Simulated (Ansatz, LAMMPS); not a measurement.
# Squeezing and shearing glassy 72SiO2-20Al2O3-4ZnO-4BaO (mol %) (83 atoms): runs compared

Aim: relax glassy 72SiO2-20Al2O3-4ZnO-4BaO (mol %) (83 atoms), then change its volume and shape to read moduli from the stress.

Computed with Ansatz 0.2.0: Kohn-Sham DFT, PBE, PAW (set soft_2), plane waves.

### 1. The cell as built

The cell holds 83 atoms: 18 Si, 10 Al, 1 Zn, 1 Ba and 53 O. Cell: a = 10.211 Å, b = 10.211 Å, c = 10.211 Å, α = 90.0°, β = 90.0°, γ = 90.0°. 83 atoms (18 Si, 10 Al, 1 Zn, 1 Ba, 53 O) placed at random at 2.62 g/cm³, melted at 4000 K for 10 ps at fixed volume with the Morse and Coulomb pair potential with partial charges (Pedone, Malavasi, Menziani, Cormack and Segre, J. Phys. Chem. B 110, 11780 (2006)). Quenched from 4000 K to 300 K at 20 K/ps and fixed volume, held 10 ps at zero pressure, then minimised at fixed cell.

What the set-up can't give: The quench rate of 20 K/ps is orders of magnitude faster than experiment, which tends to freeze in extra defects. The network of bonds at the start is that of the classical potential that made the cell, and needn't be the one that DFT or experiment would give. Only the Γ point is sampled. Spin–orbit coupling is left out, which matters for the levels of the heavy elements.

### 2. The reference run

The reference is a single point at the end of the relaxation.

Every strained cell starts from the geometry of this run, and its atoms are relaxed with the cell held.

Its input, with most atom lines left out:

```yaml
crystal:
  lattice:
    - [10.29252, 0.08227, 0.09533]
    - [0.08227, 10.21137, 0.08694]
    - [0.09533, 0.08694, 10.49618]
  atoms:
    - { symbol: Si, position: [0.41294, 0.99933, 0.97844] }
    - { symbol: Si, position: [0.86103, 0.60955, 0.56026] }
    - { symbol: Si, position: [0.52457, 0.17627, 0.17395] }
    - { symbol: Si, position: [0.1556, 0.65176, 0.54075] }
    - { symbol: Si, position: [0.13143, 0.42887, 0.9937] }
    - { symbol: Si, position: [0.37734, 0.54934, 0.10079] }
    - { symbol: Si, position: [0.58754, 0.17566, 0.62315] }
    [... atom lines 8 to 83 left out ...]
kpoints:
  mp_grid: { grid: [1, 1, 1] }
hamiltonian:
  xc: pbe
scf:
  occupations: { method: fixed }
output:
  forces: true
  stress: true
  populations: true
  dos:
    method: { smearing: { sigma: 0.08 } }
    de: 0.1
    projected: { site_lists: { Al: [Al], Ba: [Ba], O: [O], Si: [Si], Zn: [Zn] } }
  eigenvalues: true
  write_density: true
  write_potential: true
  volumetric_format: npy
  elf: true
```

- free energy per atom: -677.8058 eV/atom
- r.m.s. force component: 0.00529 eV/Å
- pressure: -0.000184 GPa

Filled and empty levels are parted by 3.97 eV (at Γ alone); a semilocal functional tends to put such gaps too low. In a disordered cell it changes from sample to sample, and tail or defect levels can set it.

### 3. The runs

Each row is one run, on 4 threads of Intel Xeon 6975P-C (Granite Rapids), shared host. The free energy is the program's total, comparable only between runs with the same functional, potentials and atoms.

```csv
run,atoms,outcome,"ionic steps, all passes",free energy (eV),time,host memory (GiB)
Single point at the start,83,converged,-,-56254.038,4.8 s,1.3
Cell and atoms relaxed,83,converged,19,-56257.884,70 s,1.3
Single point at the relaxed geometry,83,converged,-,-56257.884,7.2 s,1.4
Volume -3 %,83,converged,11,-56257.689,53 s,1.4
Volume +3 %,83,converged,9,-56257.717,45 s,1.5
Volume -6 %,83,converged,10,-56257.109,48 s,1.4
Volume +6 %,83,converged,10,-56257.220,51 s,1.5
Volume -10 %,83,converged,14,-56255.662,61 s,1.4
Stretched by 1 % along x,83,converged,6,-56257.840,29 s,1.4
Compressed by 1 % along x,83,converged,5,-56257.834,23 s,1.4
Sheared by 2 % in xy,83,converged,5,-56257.830,23 s,1.5
```

In some runs the program notes that the SCF threshold is loose for the stress.

### 4. Pressure against volume

Atoms are relaxed at each volume, in the scaled cell.

```csv
volume change (%),volume (Å³/atom),energy change (meV/atom),pressure (GPa),largest move on relaxing (Å),bonds,gap (eV)
-10,11.959,26.77,6.91,0.43,128,4.35
-6,12.491,9.35,3.87,0.30,126,4.24
-3,12.890,2.35,1.84,0.22,125,4.13
+0,13.288,0.00,0.00,-,124,3.97
+3,13.687,2.01,-1.65,0.26,123,3.80
+6,14.085,8.00,-3.20,0.43,122,3.65
```

### 5. Uniaxial strain and shear

Stress (GPa, compression positive) less that of the relaxed cell, atoms relaxed:

```csv
strain,xx,yy,zz,xy,energy change (meV/atom)
stretched by 1 % along x,-1.321,-0.249,-0.234,-0.168,0.54
compressed by 1 % along x,1.456,0.392,0.409,0.146,0.61
sheared by 2 % in xy,-0.310,-0.218,-0.020,-0.779,0.65
```

### 6. Outcome

The bulk modulus, from the slope of pressure against ln V over the three points nearest the relaxed volume, is 58.1 GPa; a quadratic over all points gives a pressure derivative of about 2.3. The count of bonds runs from 122 to 128 over the series, so at some points contacts cross the cutoffs. The gap goes from 4.35 eV at the smallest volume to 3.65 eV at the largest, -4.4 eV per unit of ln V by a straight line, on the run's k-points. In the Cartesian axes of the cell, finite differences give C11 = 139, C12 = 32.0, C13 = 32.1 and C66 = 39.0 GPa (the shear of 2 % is the engineering strain, εxy = 0.01). The mean of C11, C12 and C13, which equals the bulk modulus in a cubic or isotropic solid, is 67.7 GPa: it lies 16 % over the bulk modulus from the volumes. For an isotropic solid C66 would equal (C11 − C12)/2 = 53.4 GPa; so small a sample needn't be isotropic, and C66 rests on one shear. With the bulk modulus and C66 as K and G, Young's modulus would be about 96 GPa and Poisson's ratio 0.23.

**Limits.** Strains are finite and relaxations stop at the force tolerance of the input, which can leave moduli too stiff; they are those of a static cell at zero temperature. Volumes are changed with the cell's shape held, so in an anisotropic solid the modulus lies over the one under free hydrostatic load. The program notes that the SCF threshold of the relaxations is loose for the stress.

The DFT runs together took 6.9 min of wall time.

[Logs are printed without paths, hosts, clocks, repeated set-up lines and the standing remarks that a program may print on its own settings, such as how far it seeks lower states.]

[Hosts, paths, dates, database ids (printed as entryN), source tags and the programs' standing remarks are cut or masked in the printed files.]
